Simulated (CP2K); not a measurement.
The C K edge of carboxyacetonitrile was computed by TDDFT (CP2K XAS_TDP, aug-cc-pVDZ, TDA) at these levels: PBEh(45%), PBEh(45%) + GW2X and PBEh(60%). The first three lines of C2 (bonded to C and N) with a strength over 0.0015, energy in eV and strength:

```csv
run,first,second,third
1,286.38 (0.062),286.44 (0.064),290.26 (0.002)
2,282.52 (0.053),282.61 (0.055),287.21 (0.005)
3,289.22 (0.052),289.31 (0.054),293.91 (0.005)
```

Question: Which run is which?

Run 1: PBEh(60%) (60 % exact exchange). Run 2: PBEh(45%) (45 % exact exchange). Run 3: PBEh(45%) + GW2X (45 % exact exchange). Self-interaction lifts the core level, so the uncorrected lines rise with the share of exact exchange. The GW2X run keeps the spacings of its parent: 0.09 eV between the first two lines in run 3, 0.09 eV in run 2. Its shift is +6.70 eV, since the Kohn–Sham level at this share of exchange lies that far above the quasiparticle level.

[Banner, clock and machine lines of the logs are left out without a mark of their own.]

[Logs are printed without paths, hosts, clocks, repeated set-up lines and the standing remarks that a program may print on its own settings, such as how far it seeks lower states.]

[Hosts, paths, dates, database ids (printed as entryN), source tags and the programs' standing remarks are cut or masked in the printed files.]
